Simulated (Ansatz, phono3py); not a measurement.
# Heat carried by phonons in KI (Fm-3m), part 3 of 4

Aim: the lattice thermal conductivity of KI against temperature, and which phonons carry it.

Experimental results on record:
- thermal conductivity 2.6 W/m/K near room temperature (given in “Combining the AFLOW GIBBS and Elastic Libraries to efficiently and robustly screen thermo-mechanical properties of solids”, 2017, arXiv:1611.05714)
- thermal conductivity 2.6 W/m/K near room temperature (given in “Predicting the lattice thermal conductivity of solids by solving the Boltzmann transport equation: AFLOW - AAPL an automated, accurate and efficient framework”, 2017, arXiv:1611.05481)

Ansatz 0.2.0; DFT LDA, scalar-relativistic, plane waves, PAW.

So far. Step 2 (A first coarse run): The start is under -1.3 GPa at this level and looks like an insulator or semiconductor on this mesh. Step 5 (Tight relaxation): The residual pressure is 2.1e-4 GPa, small enough for phonons. The relaxed cell has a = 6.817 Å (conventional setting).

## (6) Third-order constants on small settings, q-mesh of the transport sums 9×9×9, supercell 2×2×2

A small supercell and a short cutoff cost little, and show how far such settings carry.

Contents of input.yaml:

```yaml
crystal:
  lattice:
    - [0.0, 3.4087402607, 3.4087402607]
    - [3.4087402607, 0.0, 3.4087402607]
    - [3.4087402607, 3.4087402607, 0.0]
  atoms:
    - { symbol: K, position: [0.0, 0.0, 0.0] }
    - { symbol: I, position: [0.5, 0.5, 0.5] }
kpoints:
  mp_grid: { grid: [4, 4, 4] }
hamiltonian:
  xc: lda
scf:
  occupations: { method: fixed }
output:
  eigenvalues: true
phonons:
  method: fd
  dielectric: true
  supercell: [2, 2, 2]
  temperatures: { t_max: 1000, t_step: 50 }
  qpath:
    path:
      - [[0.0, 0.0, 0.0], [0.5, 0.0, 0.5], [0.625, 0.25, 0.625]]
      - [[0.375, 0.375, 0.75], [0.0, 0.0, 0.0], [0.5, 0.5, 0.5], [0.5, 0.25, 0.75], [0.5, 0.0, 0.5]]
    npoints: 10
  third_order: { supercell: [2, 2, 2], pair_cutoff: 3.559 }
  lattice_thermal_conductivity:
    qmesh: [9, 9, 9]
    temperatures: [100.0, 150.0, 200.0, 300.0, 400.0, 500.0]
    isotope_mass_variance: [{ species: I, variance: 0.0 }, { species: K, variance: 0.000164 }]
```

Command:

```bash
$ ansatz run input.yaml --threads 4 --pin off --max-ram 16384MiB --backend cpu --events-out ev --progress --plain --runs-dir out
```

Numbers of over 12 decimals in the logs are rounded to 6 here.

The program printed:

```text
Warning: phonons.dielectric: true without phonons.rigid_motions: the static dielectric tensor ε⁰ will be withheld (ε∞, Z* and the rows of modes are given); for a crystal or a slab, whose only rigid motions are the translations, set phonons.rigid_motions: translations
[...]
Crystal: 16 atoms, lattice volume = 633.726 Å³
Basis set: ecut = 420 eV, 12339 PW (Γ)
Bands: 125, of which v1, the nominal top of the filled ones, is band 104 counted from 1 (103 counted from 0)
Symmetry: 384 space group operations
k-points: 3 of 8
[...]
SCF iter   1: F=—  HF=-70840.763571 eV  |F-HF|=—  |Δ(HF+E_count)|=         —  Δρ=3.29e-8  dr2=3.69e-12  ethr=1.00e-12  ⟨swp⟩=3.0  Hψ=945  notcnv=0  defer=5
[...]
SCF iter   2: F=-70840.763571 eV  HF=-70840.763571 eV  |F-HF|=0.00e0  |Δ(HF+E_count)|=    0.00e0  Δρ=1.27e-8  dr2=4.13e-13  ethr=1.00e-12  ⟨swp⟩=9.3  Hψ=1239  notcnv=0
SCF 1 converged in 2 iterations: F = -70840.763571 eV  dr2 = 4.13e-13
[...]
Crystal: 2 atoms, lattice volume = 79.216 Å³
Basis set: ecut = 420 eV, 1471 PW (Γ), exchange–correlation on 72×72×72 points (8 copies of the dense FFT grid, shifted against one another)
Bands: 17, of which v1, the nominal top of the filled ones, is band 13 counted from 1 (12 counted from 0)
Symmetry: 48 space group operations
k-points: 13 of 64 (irreducible under 8 space group operations, time reversal used)
[...]
SCF iter   4: F=-8855.095447 eV  HF=-8855.095447 eV  |F-HF|=3.27e-11  |Δ(HF+E_count)|=  4.37e-11  Δρ=2.47e-7  dr2=4.45e-11  ethr=1.00e-12  ⟨swp⟩=7.5  Hψ=875  notcnv=0
SCF 2 converged in 4 iterations: F = -8855.095447 eV  dr2 = 4.45e-11
[...]
NSCF: frozen V_eff on 1 k-points
DFPT response loops at Γ: preconditioner auto → none (the input reference at scf.mixing.eps_inf says where Resta's filter doesn't serve); β = 0.50; Broyden in place of MSR1
── the response to a field inside a basis, on 4×4×4 k-points: an SCF that follows is theirs, and a resumed run solves both again ──
Bands: 14, of which v1, the nominal top of the filled ones, is band 13 counted from 1 (12 counted from 0)
k-points: 10 of 64 (irreducible under 12 space group operations)
[...]
Eigensolver: Dense (10 Hₖ)
SCF iter   1: F=—  HF=-8855.096355 eV  |F-HF|=—  |Δ(HF+E_count)|=         —  Δρ=6.94e-5  dr2=4.28e-6  ethr=1.00e-1
[...]
SCF iter   3: F=-8855.096354 eV  HF=-8855.096354 eV  |F-HF|=1.15e-8  |Δ(HF+E_count)|=   2.14e-8  Δρ=1.43e-5  dr2=6.06e-8  ethr=1.11e-9
SCF 1 converged in 3 iterations: F = -8855.096354 eV  dr2 = 6.06e-8
[...]
Symmetry: 8 space group operations
k-points: 4 of 8
[...]
SCF iter   7: F=-70840.763566 eV  HF=-70840.763566 eV  |F-HF|=1.46e-11  |Δ(HF+E_count)|=  1.46e-11  Δρ=1.23e-8  dr2=1.98e-12  ethr=1.00e-12  ⟨swp⟩=5.0  Hψ=1964  notcnv=0
SCF 2 converged in 7 iterations: F = -70840.763566 eV  dr2 = 1.98e-12
[...]
SCF iter   7: F=-70840.763566 eV  HF=-70840.763566 eV  |F-HF|=2.91e-11  |Δ(HF+E_count)|=  2.91e-11  Δρ=1.06e-8  dr2=1.26e-12  ethr=1.00e-12  ⟨swp⟩=6.0  Hψ=1962  notcnv=0
SCF 3 converged in 7 iterations: F = -70840.763566 eV  dr2 = 1.26e-12
Symmetry: 96 space group operations
[...]
SCF iter   3: F=-70840.763571 eV  HF=-70840.763571 eV  |F-HF|=1.31e-10  |Δ(HF+E_count)|=  1.31e-10  Δρ=1.47e-7  dr2=1.81e-10  ethr=1.00e-12  ⟨swp⟩=3.0  Hψ=1426  notcnv=0
SCF 4 converged in 3 iterations: F = -70840.763571 eV  dr2 = 1.81e-10
Symmetry: 6 space group operations
[...]
SCF iter   7: F=-70840.762765 eV  HF=-70840.762765 eV  |F-HF|=1.46e-11  |Δ(HF+E_count)|=  1.89e-10  Δρ=1.34e-7  dr2=1.48e-10  ethr=1.00e-12  ⟨swp⟩=4.0  Hψ=1583  notcnv=0
SCF 5 converged in 7 iterations: F = -70840.762765 eV  dr2 = 1.48e-10
[...]
Symmetry: 2 space group operations
k-points: 6 of 8
[...]
SCF iter   7: F=-70840.761024 eV  HF=-70840.761024 eV  |F-HF|=5.82e-11  |Δ(HF+E_count)|=  5.82e-10  Δρ=2.69e-7  dr2=4.19e-10  ethr=1.00e-12  ⟨swp⟩=4.5  Hψ=2425  notcnv=0
SCF 6 converged in 7 iterations: F = -70840.761024 eV  dr2 = 4.19e-10
[...]
SCF 7 converged in 7 iterations: F = -70840.762890 eV  dr2 = 1.28e-10
Symmetry: 1 space group operations
k-points: 8
[...]
SCF 8 converged in 7 iterations: F = -70840.761980 eV  dr2 = 2.12e-10
[...]
SCF 9 converged in 7 iterations: F = -70840.762313 eV  dr2 = 2.19e-10
[...]
SCF 10 converged in 7 iterations: F = -70840.761568 eV  dr2 = 2.00e-10
[...]
SCF 11 converged in 7 iterations: F = -70840.761958 eV  dr2 = 2.50e-10
[...]
SCF 12 converged in 7 iterations: F = -70840.762339 eV  dr2 = 2.71e-10
[...]
SCF 13 converged in 7 iterations: F = -70840.761980 eV  dr2 = 2.39e-10
[...]
SCF 14 converged in 7 iterations: F = -70840.761952 eV  dr2 = 2.47e-10
[...]
SCF 15 converged in 7 iterations: F = -70840.761647 eV  dr2 = 2.08e-10
[...]
SCF 16 converged in 7 iterations: F = -70840.762774 eV  dr2 = 4.90e-11
[...]
SCF iter   7: F=-70840.761054 eV  HF=-70840.761054 eV  |F-HF|=7.28e-11  |Δ(HF+E_count)|=   1.62e-9  Δρ=1.57e-7  dr2=1.57e-10  ethr=1.00e-12  ⟨swp⟩=4.0  Hψ=2336  notcnv=0
SCF 17 converged in 7 iterations: F = -70840.761054 eV  dr2 = 1.57e-10
[...]
SCF iter   6: F=-70840.762898 eV  HF=-70840.762898 eV  |F-HF|=3.78e-10  |Δ(HF+E_count)|=   3.96e-9  Δρ=4.99e-7  dr2=9.41e-10  ethr=1.00e-12  ⟨swp⟩=4.0  Hψ=3057  notcnv=0
SCF 18 converged in 6 iterations: F = -70840.762898 eV  dr2 = 9.41e-10
[...]
SCF iter   7: F=-70840.761979 eV  HF=-70840.761979 eV  |F-HF|=7.28e-11  |Δ(HF+E_count)|=  4.37e-11  Δρ=1.96e-7  dr2=2.32e-10  ethr=1.00e-12  ⟨swp⟩=4.1  Hψ=3207  notcnv=0
SCF 19 converged in 7 iterations: F = -70840.761979 eV  dr2 = 2.32e-10
[...]
SCF iter   7: F=-70840.762339 eV  HF=-70840.762339 eV  |F-HF|=1.02e-10  |Δ(HF+E_count)|=  7.28e-11  Δρ=1.90e-7  dr2=2.18e-10  ethr=1.00e-12  ⟨swp⟩=4.2  Hψ=2421  notcnv=0
SCF 20 converged in 7 iterations: F = -70840.762339 eV  dr2 = 2.18e-10
[...]
SCF iter   7: F=-70840.761647 eV  HF=-70840.761647 eV  |F-HF|=8.73e-11  |Δ(HF+E_count)|=  5.38e-10  Δρ=1.96e-7  dr2=2.30e-10  ethr=1.00e-12  ⟨swp⟩=4.8  Hψ=2409  notcnv=0
SCF 21 converged in 7 iterations: F = -70840.761647 eV  dr2 = 2.30e-10
[...]
SCF iter   7: F=-70840.761951 eV  HF=-70840.761951 eV  |F-HF|=1.46e-10  |Δ(HF+E_count)|=  1.75e-10  Δρ=1.92e-7  dr2=2.20e-10  ethr=1.00e-12  ⟨swp⟩=4.0  Hψ=3206  notcnv=0
SCF 22 converged in 7 iterations: F = -70840.761951 eV  dr2 = 2.20e-10
[...]
SCF iter   7: F=-70840.762313 eV  HF=-70840.762313 eV  |F-HF|=1.46e-10  |Δ(HF+E_count)|=  2.91e-11  Δρ=2.15e-7  dr2=2.71e-10  ethr=1.00e-12  ⟨swp⟩=5.0  Hψ=2476  notcnv=0
SCF 23 converged in 7 iterations: F = -70840.762313 eV  dr2 = 2.71e-10
[...]
SCF iter   7: F=-70840.761980 eV  HF=-70840.761980 eV  |F-HF|=8.73e-11  |Δ(HF+E_count)|=  2.91e-11  Δρ=1.88e-7  dr2=2.08e-10  ethr=1.00e-12  ⟨swp⟩=4.0  Hψ=3178  notcnv=0
SCF 24 converged in 7 iterations: F = -70840.761980 eV  dr2 = 2.08e-10
[...]
SCF iter   7: F=-70840.761959 eV  HF=-70840.761959 eV  |F-HF|=1.16e-10  |Δ(HF+E_count)|=  1.46e-10  Δρ=1.90e-7  dr2=2.20e-10  ethr=1.00e-12  ⟨swp⟩=4.1  Hψ=3167  notcnv=0
SCF 25 converged in 7 iterations: F = -70840.761959 eV  dr2 = 2.20e-10
[...]
SCF iter   7: F=-70840.761567 eV  HF=-70840.761567 eV  |F-HF|=4.37e-11  |Δ(HF+E_count)|=  2.18e-10  Δρ=1.80e-7  dr2=1.87e-10  ethr=1.00e-12  ⟨swp⟩=4.0  Hψ=2396  notcnv=0
SCF 26 converged in 7 iterations: F = -70840.761567 eV  dr2 = 1.87e-10
SCF converged after 2 iterations
Free energy (F): -70840.763571 eV
[...]
Internal energy: -70840.763571 eV  (E = F + TS)
E sigma→0 (E₀):  -70840.763571 eV
Fermi energy:    2.902295 eV
[...]
--- Band table (eV) ---
  k-point 0: bands = [... 100 lower, 2.4601, 2.9023, 2.9023, 2.9023, 6.7704, 7.4026, 7.4026, 7.4026, ... 17 higher]
  k-point 1: bands = [... 100 lower, 2.6597, 2.6597, 2.6597, 2.6597, 7.9133, 7.9133, 8.2903, 8.2903, ... 17 higher]
  k-point 2: bands = [... 100 lower, 2.6472, 2.6472, 2.6472, 2.6472, 8.0477, 8.0477, 8.2154, 8.2154, ... 17 higher]
--- Phonons: 2 displaced members + reference (amplitude 0.0025 Å, Σ member SCF iterations 14) ---
  symmetry images taken by strict's conditions (phonons.symmetry_images: auto; settled by no image being taken that strict refuses); asymmetry of the core-correction force 5.3e-15 eV/Å at the most on a site, 6.2e-14 eV/Å summed over every site of the supercell
  ASR residual: 7.642e-4 → 0.000e0 eV/Å²; symmetrization residual: 2.568e-4 eV/Å²
  largest component of a force at the reference: 1.7e-27 eV/Å
  ASR residual per site (eV/Å²): 1.35e-5 7.64e-4
  Γ frequencies (cm⁻¹): 0.00 0.00 0.00 114.74 114.74 114.74
  Unit cell's response to a homogeneous field: 3 representative field directions (Σ response iterations 15)
  ε∞ (high-frequency dielectric tensor):
        3.121245     0.000000     0.000000
        0.000000     3.121245     0.000000
        0.000000     0.000000     3.121245
  ε⁰ (static dielectric tensor): not given — the deck does not say what the cell's rigid motions are, and on a molecule in a box or a wire the rigid rotations would enter the sum over the modes at Γ. For a crystal or a slab, whose only rigid motions are the translations, set phonons.rigid_motions: translations.
  Born effective charges Z* (e; rows j = field, columns β = displacement):
    site 0:
         1.10530    0.00000    0.00000
         0.00000    1.10530   -0.00000
         0.00000    0.00000    1.10530
    site 1:
        -1.10530   -0.00000   -0.00000
        -0.00000   -1.10530    0.00000
        -0.00000   -0.00000   -1.10530
  Z* charge neutrality: 6.555e-4 e pre-enforcement
  solved inside a basis spanned on the 4×4×4 k-mesh, on 4×4×4 k-points, its susceptibility summed on 8×8×8: ε∞ is read to err by 6.7e-3, Z* by 1.8e-2 e; Z* is corrected for what the basis lacks
  optical modes at Γ without the LO–TO term, one row a degenerate level:
      ω (cm⁻¹)  modes    IR ((D/Å)²/amu)
        114.74      3             2.8289
  optical modes at Γ + LO–TO along q̂ = [1.0000, 0.0000, 0.0000]:
      ω (cm⁻¹)  modes    IR ((D/Å)²/amu)
        114.74      2             1.8860
        145.94      1             0.9430
  optical modes at Γ + LO–TO along q̂ = [0.0000, 1.0000, 0.0000]:
      ω (cm⁻¹)  modes    IR ((D/Å)²/amu)
        114.74      2             1.8860
        145.94      1             0.9430
  optical modes at Γ + LO–TO along q̂ = [0.0000, 0.0000, 1.0000]:
      ω (cm⁻¹)  modes    IR ((D/Å)²/amu)
        114.74      2             1.8860
        145.94      1             0.9430
  density of states and harmonic sums: on the 16×16×16 q-mesh, interpolated from the force constants of a 2×2×2 supercell (with the dipole–dipole term)
  largest difference from the sums on the solved wave vectors: F 9.40e-2 eV, S 1.26e-4 and C_V 3.22e-5 eV/K
  zero-point energy: 0.030879 eV/cell   skipped modes (ω ≤ 0): 3   left out of the sums: 1.22e-4 of the cell's modes: C_V's classical limit lies that fraction below 3 k_B per atom; for a crystal, a wire or a layer, F and S can be off by more, and a phonons.interpolated_qmesh denser along its periods is the remedy for the sampling
--- Third-order force constants: 22 member SCFs in a 2×2×2 supercell (pair cutoff 3.559 Å, amplitude 0.03 Å, SCF threshold 1.00e-9 eV, Σ member SCF iterations 153) ---
[...]
38 force-constant blocks with the first atom in the home cell, fitted with 6 parameters over 4 symmetry orbits; no atom triplet left out
  sum-rule residual: 7.907e-2 → 1.110e-16 eV/Å³; symmetrization residual: 7.635e-3 eV/Å³; largest sum-rule correction relative to its orbit: 3.160e-2, on the orbit of the block of home site 0 with site 1 of cell (-1, -1, 0) and site 0 of cell (0, 0, 0), whose norm before the correction was 3.446e0 eV/Å³
--- Lattice thermal conductivity: 9×9×9 mesh (35 irreducible points), tetrahedron method ---
  three-phonon and isotope scattering only; four-phonon, boundary and, in a metal, phonon-electron scattering are left out
  each conductivity is what the modes' populations carry and what the coherences between them add
  conductivity (a third of the tensor's trace), W/(m K), in the relaxation-time approximation and from the full solution:
       T (K)   relaxation time   full solution  iterations             ending  least Ritz value
      100.00           19.2652         20.3033           8          converged          5.900e-1
      150.00           12.3919         13.0826           8          converged          5.803e-1
      200.00            9.1890          9.7103           8          converged          5.757e-1
      300.00            6.0952          6.4466           8          converged          5.713e-1
      400.00            4.5791          4.8446           8          converged          5.692e-1
      500.00            3.6775          3.8909           8          converged          5.680e-1
```

Wall time 2.5 min (4 threads of Arm Neoverse V1, shared host); peak memory 2 GiB.

Numbers from this step:

* Γ frequencies: 0, 0, 0, 114.7, 114.7, 114.7 cm⁻¹ (negative: imaginary)
* lowest frequency on the path: 0 cm⁻¹
* zero-point energy: 0.03088 eV/cell
* point group: m-3m
* highest frequency: 145.9 cm⁻¹
* Debye temperature from the second moment: 169 K
* κ at 300 K (relaxation time): 6.095 W/m/K
* κ at 300 K (full solution): 6.447 W/m/K
* dipole term: run
* mean free path at half of κ: 44 nm
* share of κ above the three lowest branches: 0.025
* third-order blocks: 38
* periodic aliases dropped: 0
* largest relative sum-rule correction: 0.03160
* displaced cells, third order: 22

W/m/K. Kappa, by row:

| T (K) | RTA xx | RTA yy | RTA zz | full xx | full yy | full zz | coherence part xx | coherence part yy | coherence part zz | ending | iterations | least Ritz value |
| --- | --- | --- | --- | --- | --- | --- | --- | --- | --- | --- | --- | --- |
| 100 | 19.27 | 19.27 | 19.27 | 20.3 | 20.3 | 20.3 | 0.02176 | 0.02176 | 0.02176 | converged | 8 | 0.59 |
| 150 | 12.39 | 12.39 | 12.39 | 13.08 | 13.08 | 13.08 | 0.03115 | 0.03115 | 0.03115 | converged | 8 | 0.58 |
| 200 | 9.189 | 9.189 | 9.189 | 9.71 | 9.71 | 9.71 | 0.03845 | 0.03845 | 0.03845 | converged | 8 | 0.576 |
| 300 | 6.095 | 6.095 | 6.095 | 6.447 | 6.447 | 6.447 | 0.04985 | 0.04985 | 0.04985 | converged | 8 | 0.571 |
| 400 | 4.579 | 4.579 | 4.579 | 4.845 | 4.845 | 4.845 | 0.05876 | 0.05876 | 0.05876 | converged | 8 | 0.569 |
| 500 | 3.677 | 3.677 | 3.677 | 3.891 | 3.891 | 3.891 | 0.06595 | 0.06595 | 0.06595 | converged | 8 | 0.568 |

This rung gives 6.09 W/(m K) at 300 K by relaxation time, but with 16 atoms, 1 neighbour distance inside the cutoff and a 9×9×9 mesh it is a test, not the conductivity of the crystal.

[end of part 3 of 4]

[Logs are printed without paths, hosts, clocks, repeated set-up lines and the standing remarks that a program may print on its own settings, such as how far it seeks lower states.]

[Hosts, paths, dates, database ids (printed as entryN), source tags and the programs' standing remarks are cut or masked in the printed files.]

[A step with changed settings may run another functional than the one named; its input shows which.]
